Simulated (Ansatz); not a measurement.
# What Sr2C (built on the sites of a database entry of Be2C) distorts into

Wanted: the energy along a soft mode of Sr2C (built on the sites of a database entry of Be2C) and the structure at the end.

Main program and level: Ansatz 0.2.0; DFT PBEsol, scalar-relativistic, plane waves, PAW.

The structure was built from a prototype and need not be the compound's stable phase.

### 1. Set-up

It takes space group Fm-3m (No. 225, cubic). Conventional cell: a = 6.616 Å, b = 6.616 Å, c = 6.616 Å, α = 90.00°, β = 90.00°, γ = 90.00°. Nearest to Sr lie 4 C at 2.86 Å. C has 8 Sr at 2.86 Å nearest. Farther neighbours are not listed.

### 2. The dispersion

The cell comes from relaxations at this level that are not shown. Stability and thermal properties need the whole zone. Linear response on a 2×2×2 q mesh gives force constants as far as a supercell of that size would.

File input.yaml:

```yaml
crystal:
  lattice:
    - [0.0, 3.3077591482, 3.3077591482]
    - [3.3077591482, 0.0, 3.3077591482]
    - [3.3077591482, 3.3077591482, 0.0]
  atoms:
    - { symbol: Sr, position: [0.25, 0.25, 0.25] }
    - { symbol: Sr, position: [0.75, 0.75, 0.75] }
    - { symbol: C, position: [0.0, 0.0, 0.0] }
kpoints:
  mp_grid: { grid: [10, 10, 10] }
hamiltonian:
  xc: pbesol
scf:
  occupations: { method: methfessel_paxton, width: 0.15 }
output:
  eigenvalues: true
phonons:
  method: dfpt
  qmesh: [2, 2, 2]
  temperatures: { t_max: 1000, t_step: 50 }
  qpath:
    path:
      - [[0.0, 0.0, 0.0], [0.5, 0.0, 0.5], [0.625, 0.25, 0.625]]
      - [[0.375, 0.375, 0.75], [0.0, 0.0, 0.0], [0.5, 0.5, 0.5], [0.5, 0.25, 0.75], [0.5, 0.0, 0.5]]
    npoints: 10
```

Launch:

```
ansatz run input.yaml --threads 4 --pin off --max-ram 7168MiB --backend cpu --events-out ev --progress --plain --runs-dir out
```

Numbers of over 12 decimals in the logs are rounded to 6 here.

The log of the run:

```text
Warning: phonons: the dynamical matrix that this run interpolates holds no multipole term above the dipole-dipole one, and a site of this crystal is no centre of inversion, so its interpolated transverse optical and acoustic branches and sound speeds can stay off near Gamma, and the density of states and the thermodynamics with them. What a run solves at a wave vector of phonons.qpoints, Gamma apart, where the deck admits one, is free of this, and under fd what a larger phonons.supercell samples
Engine: ansatz 0.2.0, aarch64-unknown-linux-gnu
Pseudopotentials: kind: paw
Pseudopotential: Sr, paw, valence charge 10, recommended cutoff 420 eV (normal), Sr.paw.azcp
Pseudopotential: C, paw, valence charge 4, recommended cutoff 420 eV (normal), C.paw.azcp
Functional definition: PBEsol
  exchange = pbesol_x
  correlation = pbesol_c
Crystal: 3 atoms, lattice volume = 72.382 Å³
Basis set: ecut = 420 eV, 1411 PW (Γ), exchange–correlation on 64×64×64 points (8 copies of the dense FFT grid, shifted against one another)
Bands: 16, of which v1, the nominal top of the filled ones, is band 12 counted from 1 (11 counted from 0)
Symmetry: 48 space group operations
k-points: 47 of 1000
Non-local potential: Sr, projectors of the file, l = 0: 3, l = 1: 2, l = 2: 2
Non-local potential: C, projectors of the file, l = 0: 2, l = 1: 2, l = 2: 1
PAW form: soft (Blöchl's): semilocal exchange-correlation on the pseudo side does not see the compensation charge
PAW frozen core: Sr, regenerated for the run's functional, and the local potential with it (the file was generated under x = pbe(κ = 0.804, μ = 0.219515), c = pbe(β = 0.066725))
PAW frozen core: C, regenerated for the run's functional, and the local potential with it (the file was generated under x = pbe(κ = 0.804, μ = 0.219515), c = pbe(β = 0.066725))
PAW one-centre angular grid: Sr, 110 points (default); XC on 64 Gauss nodes
PAW one-centre angular grid: C, 110 points (default); XC on 64 Gauss nodes
Initial density: superposition of atomic densities (neutral atoms: chi_scale 0, normalization atom), corrected by the library's trained network
Initial wavefunctions: pseudopotential atomic-orbital guess
Functional: x = pbesol(κ = 0.804, μ = 0.123457), c = pbesol(β = 0.046)
SCF iter   1: F=—  HF=-7229.381660 eV  |F-HF|=—  |Δ(HF+E_count)|=         —  Δρ=4.92e-3  dr2=2.54e-2  ethr=1.77e-3  ⟨swp⟩=8.9  Hψ=4902  notcnv=0
preconditioner: auto → Kerker (q_TF=auto, 2.270 Å⁻¹)  [metal: Δε(μ)=0.015 eV  Ē_g=13.811 eV  σ=0.150 eV  W_gap=0.08  n_scr=14 (ndim 8)  ℏωp=19.5 eV  f_vac=0.000  D(μ)=1.77/eV (n_scr^D=14)]
SCF iter   2: F=—  HF=-7229.380152 eV  |F-HF|=—  |Δ(HF+E_count)|=   1.51e-3  S|Δr|=    0.00e0  Δρ=2.28e-3  dr2=7.83e-3  ethr=1.06e-4  ⟨swp⟩=2.1  Hψ=1276  notcnv=0
SCF iter   3: F=—  HF=-7229.380020 eV  |F-HF|=—  |Δ(HF+E_count)|=   1.32e-4  S|Δr|=    0.00e0  Δρ=1.51e-3  dr2=3.11e-3  ethr=3.26e-5  ⟨swp⟩=1.0  Hψ=752  notcnv=0
SCF iter   4: F=—  HF=-7229.379782 eV  |F-HF|=—  |Δ(HF+E_count)|=   2.37e-4  S|Δr|=    0.00e0  Δρ=3.33e-4  dr2=2.08e-4  ethr=1.30e-5  ⟨swp⟩=1.0  Hψ=752  notcnv=0
SCF iter   5: F=—  HF=-7229.379765 eV  |F-HF|=—  |Δ(HF+E_count)|=   1.72e-5  S|Δr|=    0.00e0  Δρ=8.18e-5  dr2=7.16e-6  ethr=8.66e-7  ⟨swp⟩=2.1  Hψ=1205  notcnv=0
SCF iter   6: F=—  HF=-7229.379766 eV  |F-HF|=—  |Δ(HF+E_count)|=   9.51e-7  S|Δr|=    0.00e0  Δρ=2.06e-5  dr2=3.70e-7  ethr=2.98e-8  ⟨swp⟩=2.1  Hψ=954  notcnv=0
SCF iter   7: F=—  HF=-7229.379767 eV  |F-HF|=—  |Δ(HF+E_count)|=   6.78e-7  S|Δr|=    0.00e0  Δρ=2.31e-6  dr2=3.13e-9  ethr=1.54e-9  ⟨swp⟩=2.1  Hψ=956  notcnv=0
SCF iter   8: F=—  HF=-7229.379767 eV  |F-HF|=—  |Δ(HF+E_count)|=   3.53e-9  S|Δr|=    0.00e0  Δρ=5.13e-7  dr2=1.81e-10  ethr=1.30e-11  ⟨swp⟩=2.2  Hψ=1326  notcnv=0
SCF iter   9: F=-7229.379767 eV  HF=-7229.379767 eV  |F-HF|=1.82e-12  |Δ(HF+E_count)|=  1.16e-10  S|Δr|=    0.00e0  Δρ=8.44e-8  dr2=4.49e-12  ethr=1.00e-12  ⟨swp⟩=5.6  Hψ=4073  notcnv=0
SCF 1 converged in 9 iterations: F = -7229.379767 eV  dr2 = 4.49e-12
  greatest PAW one-centre occupation: 0.987 electrons in one spin orbital (limit 2), on the Sr atom at site 1 (counted from 0), in its partial waves of l = 0
Initial density: read from a saved state, or passed on in memory by an earlier SCF of this step, an earlier step, the calling program or the single point that the run made first
iter 1 solved again at ethr=1.43e-7 eV; its pass at ethr=3.10e-3 eV (dr2=3.44e-5 eV) is discarded
SCF iter   1: F=—  HF=-7229.379764 eV  |F-HF|=—  |Δ(HF+E_count)|=         —  Δρ=6.30e-7  dr2=1.71e-10  ethr=1.43e-7  ⟨swp⟩=4.4  Hψ=7573  notcnv=0
eigensolver tolerance schedule: the retry pair's looser diagonalisation over-reported the residual by 200659.07 of it (diagonalisation noise at an unbounded share of the residual, at the tolerance the schedule requests for it); recorded, not acted on — ethr = c·dr2/N_el stays at c = 1.0e-1
preconditioner: auto → Kerker (q_TF=auto, 2.270 Å⁻¹)  [metal: Δε(μ)=0.009 eV  Ē_g=13.808 eV  σ=0.150 eV  W_gap=0.05  n_scr=14 (ndim 8)  ℏωp=19.5 eV  f_vac=0.000  D(μ)=1.56/eV (n_scr^D=14)]
SCF iter   2: F=—  HF=-7229.379767 eV  |F-HF|=—  |Δ(HF+E_count)|=   2.52e-6  S|Δr|=    0.00e0  Δρ=4.71e-7  dr2=2.22e-10  ethr=1.00e-12  ⟨swp⟩=4.5  Hψ=2341  notcnv=0
SCF iter   3: F=—  HF=-7229.379767 eV  |F-HF|=—  |Δ(HF+E_count)|=  2.27e-11  S|Δr|=    0.00e0  Δρ=2.33e-7  dr2=2.94e-11  ethr=1.00e-12  ⟨swp⟩=1.8  Hψ=812  notcnv=0
SCF iter   4: F=-7229.379767 eV  HF=-7229.379767 eV  |F-HF|=3.64e-12  |Δ(HF+E_count)|=  3.64e-12  S|Δr|=    0.00e0  Δρ=1.39e-7  dr2=8.99e-12  ethr=1.00e-12  ⟨swp⟩=2.9  Hψ=2671  notcnv=0
SCF 2 converged in 4 iterations: F = -7229.379767 eV  dr2 = 8.99e-12
phonons: the bands overlap, so this run is a metal and interpolates without the dipole-dipole term. If the crystal is really an insulator or semiconductor, its LO-TO splitting is missing
NSCF: frozen V_eff on 47 k-points
NSCF: frozen V_eff on 102 k-points
DFPT response loops at q = (0, 0, 0) (fractional): preconditioner auto → Kerker (q_TF=auto, 2.270 Å⁻¹) (partly filled bands, converged f_vac=0.000); β = 1.00, the filter's whole step (`scf.mixing.beta` (0.50) is not read by the response loops under this deck's `scf.mixing.preconditioner`; to damp them name `kerker` or `kerker_dos`, under which they read `scf.mixing.beta`, and type it under 1.00, their step now; both keys bind the ground state too); Broyden in place of MSR1
NSCF: frozen V_eff on 564 k-points
DFPT response loops at q = (0, 0, -0.5) (fractional): mixed as the last ones told, above
NSCF: frozen V_eff on 342 k-points
DFPT response loops at q = (0, -0.5, -0.5) (fractional): mixed as the last ones told, above
SCF converged after 9 iterations
Stability not checked: this state was not tested for a lower state beside it, because cold or Methfessel-Paxton smearing, or corrected tetrahedra, fill the levels in a way that the test cannot read (fill_not_monotonic; see scf.lower_state_search)
Free energy (F): -7229.379767 eV
Harris-Foulkes:  -7229.379767 eV  (|F-HF|=1.82e-12)
Internal energy: -7229.382154 eV  (E = F + TS)
E sigma→0 (E₀):  -7229.380364 eV
Entropy (-TS):   0.002387 eV (0.796 meV/atom)
Fermi energy:    8.633509 eV
--- Per-component energies (eV) ---
  E_band       = -159.659228
  E_kinetic    = 575.073673
  E_local      = -1321.776398  (includes V_loc(G=0)·N_el)
  E_nonlocal   = 433.513283
  E_hartree    = 311.879416
  E_xc         = -390.533862
  E_vxc        = -381.845870  (∫ρ·V_xc dr)
  E_paw        = -5383.189782  (= ΣΔE_a)
  E_vpaw       = -88.382782  (= ΣTr[D̂ρ^β])
  E_aug_tail   = 0.000003  (compensation charges beyond the density's cutoff)
  E_ewald      = -1454.638281
  E_core_change = 0.289795  (= ΣΔE_core)
  E_smearing   = 0.002387  (= −TS)
  E_closure    = -0.000000  (closes the sum)
  Σ components = -7229.379767   (vs F -7229.379767, Δ=0.00e0)
--- Band table (eV; the first three rows and the last of 47) ---
  k-point 0: bands = [... 8 lower, 0.3573, 7.1248, 7.1248, 7.1248, 8.6399, 9.8727, 9.8727, 13.9584]
  k-point 1: bands = [... 8 lower, 0.4201, 6.9258, 7.1956, 7.1956, 9.1091, 9.9657, 9.9657, 13.5011]
  k-point 2: bands = [... 8 lower, 0.5789, 6.7187, 7.3928, 7.3928, 10.0524, 10.2363, 10.2363, 12.6993]
  k-point 46: bands = [... 8 lower, 1.0407, 7.2374, 7.8586, 8.5064, 8.7797, 11.2521, 11.3588, 12.6939]
--- Phonons (Γ-DFPT): 2 representative perturbations + reference (Σ response iterations 6) ---
  ASR residual: 3.862e-5 → 0.000e0 eV/Å²; symmetrization residual: 6.437e-7 eV/Å²
  ASR residual per site (eV/Å²): 3.86e-5 3.86e-5 2.38e-5
  Γ frequencies (cm⁻¹): 0.00 0.00 0.00 127.59 127.59 127.59 197.90 197.90 197.90
--- Phonons (arbitrary-q DFPT): 3 irreducible q on the 2×2×2 mesh ---
  q = [0.0000, 0.0000, 0.0000] (star 1, of the zone-centre solve; hermiticity 4.25e-7, symmetrization 1.19e-14): -0.00 -0.00 0.00 127.59 127.59 127.59 197.90 197.90 197.90
  q = [0.0000, 0.0000, -0.5000] (star 4, 2 solved perturbations on 282 of 1000 k-point pairs; hermiticity 1.16e-5, symmetrization 2.97e-6): 96.05 99.63 99.63 116.38 116.38 125.87 191.11 191.11 319.06
  q = [0.0000, -0.5000, -0.5000] (star 3, 4 solved perturbations in 546 linear systems a pass and spin channel, the states on 171 of 1000 k-point pairs; hermiticity 1.21e-7, symmetrization 1.91e-8): -39.59 51.24 51.24 90.33 90.33 161.44 171.56 171.56 327.96
  sum rule: each row above includes the acoustic sum rule's correction from the zone centre's row sums; it moved no ω² by more than (0.73 cm⁻¹)²
  mesh force constants: q→R imaginary residual 6.33e-17; ASR residual 3.862e-5 → 0.000e0 eV/Å²; symmetrization residual 3.109e-15 eV/Å²
  interpolated dispersion: 62 rows × 9 modes
  density of states and harmonic sums: on the 16×16×16 q-mesh, interpolated from the force constants of a 2×2×2 supercell (no non-analytic term)
  largest difference from the sums on the solved wave vectors: F 1.68e-1 eV, S 2.27e-4 and C_V 5.88e-5 eV/K
  zero-point energy: 0.077711 eV/cell   skipped modes (ω ≤ 0): 16, of them read as no rigid motion or as one in doubt: 13 (6.665e-2 modes/cell left out, lowest -39.59 cm⁻¹)   left out of the sums: 7.49e-3 of the cell's modes: C_V's classical limit lies that fraction below 3 k_B per atom; for a crystal, a wire or a layer, F and S can be off by more, and a phonons.interpolated_qmesh denser along its periods is the remedy for the sampling
```

Wall time 35 s (4 threads of Arm Neoverse V2, shared host); peak memory 1 GiB.

In the SCF lines HF is the Harris–Foulkes energy and dr2 the Hartree energy of the density residual, in eV; the loop may stop once dr2 is under the threshold and the program's other checks hold. Hψ counts applications of the Hamiltonian.

Numbers from this step:

```
volume per atom                                         : 24.13 Å³
gap on the k-mesh                                       : 0 eV
sum-rule residual before enforcement                    : 3.86e-5 eV/Å²
lowest frequency on the path                            : -39.59 cm⁻¹
point group                                             : m-3m
highest frequency on the path or at a solved wavevector : 328 cm⁻¹
highest optical mode at the zone centre (no LO-TO term) : 197.9 cm⁻¹
lowest optical zone-centre mode                         : 127.6 cm⁻¹
lowest mode on the q mesh (acoustic modes at Γ apart)   : -39.59 cm⁻¹
```

Frequencies (cm⁻¹) solved at each irreducible wavevector; negative means imaginary. Frequencies by wavevector, by row:

```csv
q in reciprocal lattice units,star,mode 1,mode 2,mode 3,mode 4,mode 5,mode 6,mode 7,mode 8,mode 9
0 0 0,1,0,0,0,127.6,127.6,127.6,197.9,197.9,197.9
0 0 -0.5,4,96,99.6,99.6,116.4,116.4,125.9,191.1,191.1,319.1
0 -0.5 -0.5,3,-39.6,51.2,51.2,90.3,90.3,161.4,171.6,171.6,328
```

Interpolated from a 2×2×2 q mesh. Phonon branches along the path, in cm⁻¹:

```csv
point,branch 1,branch 2,branch 3,branch 4,branch 5,branch 6,branch 7,branch 8,branch 9
Γ,0,0,0,128,128,128,198,198,198
halfway,31,31,89,118,127,127,189,189,278
X,-40,51,51,90,90,161,172,172,328
halfway,-33,56,57,99,107,160,170,184,320
U,-2,69,71,116,121,156,166,220,297
jump to K,-2,69,71,116,121,156,166,220,297
halfway,38,92,94,111,111,138,190,212,271
Γ,0,0,0,128,128,128,198,198,198
halfway,66,66,70,122,122,125,196,196,265
L,96,100,100,116,116,126,191,191,319
halfway,62,66,101,111,132,143,177,229,292
W,29,35,104,104,114,153,180,260,260
halfway,-27,48,72,102,114,158,176,194,311
X,-40,51,51,90,90,161,172,172,328
```

The phonon branches as a text plot (rows in cm⁻¹):

```
    320 |         ******                        ****          ***
    305 |        *      **                    **    **       *
    290 |       *         *                  *        **    *
    274 |      *           * ****                       *  *
    259 |    **             *    *          *            **
    244 |                  * **   **       *           **  *
    228 |   *                  *          *           *
    213 |  *             **     *   *    *          **      **
    198 |******         *        *******************
    182 |      ***     *     ****                  ************
    167 |         ***********                                 ***
    152 |        ***    *******                        ********
    137 |   *   *              ******              *****
    121 |*********      *******  *********************  *** **
    106 |    **   **   ***     **                **************
     91 |      *    ***     *** *             *******       *  **
     75 |   *   *        ***     *          **      **       *
     60 |  *           ***        **       **         **      **
     45 |        ******      ****   *     *             *  ******
     29 | * *****          **    *** *   *               ***
     14 | **      **                **  *
     -1 |*                *           **                    *
    -17 |                *                                   *
    -32 |           *****                                     ***
         Γ           X  U|K            Γ         L        W     X
```

Symmetry leaves 3 wavevectors to solve. The lowest mode among them, the acoustic zeros apart, lies at q = (0, -0.5, -0.5) and is imaginary, 39.6i cm⁻¹, so the energy falls along it.

### 3. The mode frozen in, largest atomic shift 0 Å

The mode followed lies at q = (0, -0.5, -0.5) with frequency 39.6i cm⁻¹, the softest among the wavevectors solved. At small amplitude the distorted cell has space group no. 137 by a symmetry search on the positions. The undistorted cell that holds it gives the zero of energy on the same k mesh.

System of this step: Sr2C (built on the sites of a database entry of Be2C). The structure is cubic, space group Fm-3m (No. 225). Conventional cell: a = 6.616 Å, b = 6.616 Å, c = 6.616 Å, α = 90.00°, β = 90.00°, γ = 90.00°. Nearest to Sr lie 4 C at 2.86 Å. C has 8 Sr at 2.86 Å nearest. Farther neighbours are not listed.

File input.yaml:

```yaml
crystal:
  lattice:
    - [0.0, -3.3077591482, -3.3077591482]
    - [0.0, 3.3077591482, -3.3077591482]
    - [6.6155182965, 0.0, 0.0]
  atoms:
    - { symbol: Sr, position: [0.0, 0.5, 0.75] }
    - { symbol: Sr, position: [0.5, 0.0, 0.25] }
    - { symbol: Sr, position: [0.0, 0.5, 0.25] }
    - { symbol: Sr, position: [0.5, 0.0, 0.75] }
    - { symbol: C, position: [0.5, 0.5, 0.5] }
    - { symbol: C, position: [0.0, 0.0, 0.0] }
kpoints:
  mp_grid: { grid: [8, 8, 6] }
hamiltonian:
  xc: pbesol
scf:
  occupations: { method: methfessel_paxton, width: 0.15 }
output:
  forces: true
  stress: true
  eigenvalues: true
```

The log of the run:

```text
[...]
Crystal: 6 atoms, lattice volume = 144.764 Å³
Basis set: ecut = 420 eV, 2839 PW (Γ), exchange–correlation on 64×64×90 points (8 copies of the dense FFT grid, shifted against one another)
Bands: 30, of which v1, the nominal top of the filled ones, is band 24 counted from 1 (23 counted from 0)
Symmetry: 32 space group operations
[...]
k-points: 60 of 384
[...]
k-point 0: bands = [... 20 lower, 7.1260, 7.1264, 8.5495, 8.6401, 8.6787, 8.6787, 9.8726, 9.8729, ... 2 higher]
  k-point 1: bands = [... 20 lower, 7.2234, 7.2234, 8.5753, 8.5753, 8.8149, 9.0756, 9.9271, 9.9799, ... 2 higher]
  k-point 2: bands = [... 20 lower, 7.4964, 7.4964, 8.2840, 8.2840, 9.4034, 9.9652, 10.0822, 10.1790, ... 2 higher]
  k-point 59: bands = [... 20 lower, 7.5443, 7.5443, 8.5028, 8.5028, 8.7923, 8.7923, 11.3673, 11.3673, ... 2 higher]
[key lines of the parts left out:]
SCF converged after 7 iterations
Free energy (F): -14458.760147 eV
Fermi energy:    8.635273 eV
P = ⅓ Tr σ = 0.0179 GPa (0.179 kbar)
```

Wall time 3.1 s (4 threads); peak memory 0.51 GiB.

This step gave:

| Item | Value |
| --- | --- |
| pressure | 0.01791 GPa |
| energy from the undistorted cell | 0 meV/atom |

The run ends at a pressure of 0.02 GPa.

### 4. The mode frozen in, largest atomic shift 0.32 Å

The atoms are moved along the unstable eigenvector, the largest shift by 0.32 Å, with the cell fixed.

File input.yaml:

```yaml
crystal:
  lattice:
    - [0.0, -3.3077591482, -3.3077591482]
    - [0.0, 3.3077591482, -3.3077591482]
    - [6.6155182965, 0.0, 0.0]
  atoms:
    - { symbol: Sr, position: [0.0, 0.5, 0.7016288844] }
    - { symbol: Sr, position: [0.5, 0.0, 0.2983711156] }
    - { symbol: Sr, position: [0.0, 0.5, 0.2016288844] }
    - { symbol: Sr, position: [0.5, 0.0, 0.7983711156] }
    - { symbol: C, position: [0.5, 0.5, 0.5] }
    - { symbol: C, position: [0.0, 0.0, 0.0] }
kpoints:
  mp_grid: { grid: [8, 8, 6] }
hamiltonian:
  xc: pbesol
scf:
  occupations: { method: methfessel_paxton, width: 0.15 }
output:
  forces: true
  stress: true
  eigenvalues: true
  write_density: true
  write_potential: true
  elf: true
  volumetric_format: npy
```

The log of the run:

```text
[...]
Crystal: 6 atoms, lattice volume = 144.764 Å³
Basis set: ecut = 420 eV, 2839 PW (Γ), exchange–correlation on 64×64×90 points (8 copies of the dense FFT grid, shifted against one another)
Bands: 30, of which v1, the nominal top of the filled ones, is band 24 counted from 1 (23 counted from 0)
Symmetry: 16 space group operations
[...]
k-points: 60 of 384
[...]
k-point 0: bands = [... 20 lower, 7.2899, 7.2899, 8.4134, 8.5731, 8.6309, 8.6309, 10.1126, 10.1147, ... 2 higher]
  k-point 1: bands = [... 20 lower, 7.3802, 7.3802, 8.5521, 8.5521, 8.8424, 8.8666, 10.1746, 10.2432, ... 2 higher]
  k-point 2: bands = [... 20 lower, 7.6304, 7.6304, 8.3184, 8.3184, 9.4308, 9.7028, 10.3540, 10.4733, ... 2 higher]
  k-point 59: bands = [... 20 lower, 7.4855, 7.4855, 8.6435, 8.6435, 8.8566, 8.8566, 11.6554, 11.6554, ... 2 higher]
[key lines of the parts left out:]
SCF converged after 7 iterations
Free energy (F): -14458.821198 eV
Fermi energy:    8.656671 eV
P = ⅓ Tr σ = 1.2279 GPa (12.279 kbar)
```

Wall time 4 s (4 threads); peak memory 0.52 GiB; 15 s of CPU time.

This step gave:

| Quantity | Value |
| --- | --- |
| pressure | 1.228 GPa |
| energy from the undistorted cell | -10.21 meV/atom |

The energy, extrapolated to zero smearing, is -10.21 meV/atom against the undistorted cell.

The run ends at a pressure of 1.23 GPa, with forces up to 0.023 eV/Å.

### 5. Energy along the mode, all amplitudes (two of the runs are shown above)

An imaginary frequency means negative curvature, so the energy should fall and then rise again as anharmonic terms take over.

Numbers from this step:

```
depth at the lowest point sampled  : 10.21 meV/atom
largest atomic shift at that point : 0.32 Å
```

Energy from the parent against largest atomic shift:

```csv
largest atomic shift (Å),energy from the parent (meV/atom)
0.000,0
0.040,-0.276
0.080,-1.08
0.140,-3.12
0.220,-6.71
0.320,-10.2
0.450,-4.79
0.600,30.4
```

Displacement at unit largest shift by atom:

```csv
atom,x (Å),y (Å),z (Å),size
Sr1,-1.00,0.00,0.00,1.00
Sr2,1.00,0.00,0.00,1.00
Sr3,-1.00,0.00,0.00,1.00
Sr4,1.00,0.00,0.00,1.00
C5,0.00,0.00,0.00,0.00
C6,0.00,0.00,0.00,0.00
```

The lowest of the steps tried is at 0.32 Å, 10.2 meV/atom below the parent; the bottom of the well need not coincide with a step.

(Continued in part 2 of 2.)

[Logs are printed without paths, hosts, clocks, repeated set-up lines and the standing remarks that a program may print on its own settings, such as how far it seeks lower states.]

[Hosts, paths, dates, database ids (printed as entryN), source tags and the programs' standing remarks are cut or masked in the printed files.]
